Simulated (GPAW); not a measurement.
**KMgF3 (Pm-3m): refractive index against wavelength**

The refractive index of KMgF3 (Pm-3m) below the direct gap (7.64 eV on the mesh) is read from one computed spectrum, n = √(Re ε).

The structure is cubic, space group Pm-3m (No. 221). Conventional cell: a = 3.986 Å, b = 3.986 Å, c = 3.986 Å, α = 90.00°, β = 90.00°, γ = 90.00°. K on site b has 12 F at 2.82 Å as nearest neighbours. Around Mg on site a lie 6 F at 1.99 Å. Around F on site d lie 2 Mg at 1.99 Å.

Method: GPAW 26.7.0, PBE, RPA, k-mesh 8×8×8, local fields up to 60 eV, Lorentzian half width 0.15 eV.

Launch of the response step: `OMP_NUM_THREADS=1 python df.py`. The run took 82 s, its band step included, on 1 thread of Arm Neoverse V1, with other jobs on the host.

```tsv
wavelength (nm)	photon energy E (eV)	n
532	2.331	1.4053
450	2.755	1.4093
405	3.061	1.4127
365	3.397	1.4169
308	4.025	1.4266
266	4.661	1.4391
248	4.999	?
```

In the single-oscillator model n² − 1 = E₀E_d/(E₀² − E²), so 1/(n² − 1) = E₀/E_d − E²/(E₀E_d) is linear in E².

Working, on the rows shown:

| x = E² (eV²) | y = 1/(n² − 1) |
| --- | --- |
| 5.43137 | 1.02578 |
| 7.59115 | 1.01407 |
| 9.37179 | 1.0043 |
| 11.5384 | 0.992452 |
| 16.2043 | 0.966009 |
| 21.7255 | 0.933699 |

Means: x̄ = 11.977, ȳ = 0.98938. Σ(x − x̄)(y − ȳ) = -1.028, Σ(x − x̄)² = 182. Slope = -1.028 / 182 = -0.005651; intercept = ȳ − slope · x̄ = 1.0571. Turned back into n, the line misses the rows shown by at most 0.00024.

Q: What does the fit predict for the withheld row, and how well does it do?

A: At x = 24.994 the line gives y = 0.91582, that is 1.4463. The run gave 1.4471, so the extrapolation is off by 0.00075, 1.8 % of the range in the table.

Refitted with all rows, the slope is -0.005714 and the intercept 1.0577. These give E₀ = √(intercept/−slope) = 13.61 eV and E_d = E₀/intercept = 12.9 eV; E₀ is 1.8 times the direct gap. The electronic limit at long wavelengths, without lattice vibrations, is n = √(1 + 1/intercept) = 1.395. Excitons are left out; PBE gaps are as a rule too small. The values come from a sum over the points of one k-mesh and carry its error, which grows as the direct gap shrinks. This version of GPAW has incomplete matrix elements in the optical limit, which can lower ε − 1 by up to a tenth where first-row anions or d states rule.

[Logs are printed without paths, hosts, clocks, repeated set-up lines and the standing remarks that a program may print on its own settings, such as how far it seeks lower states.]
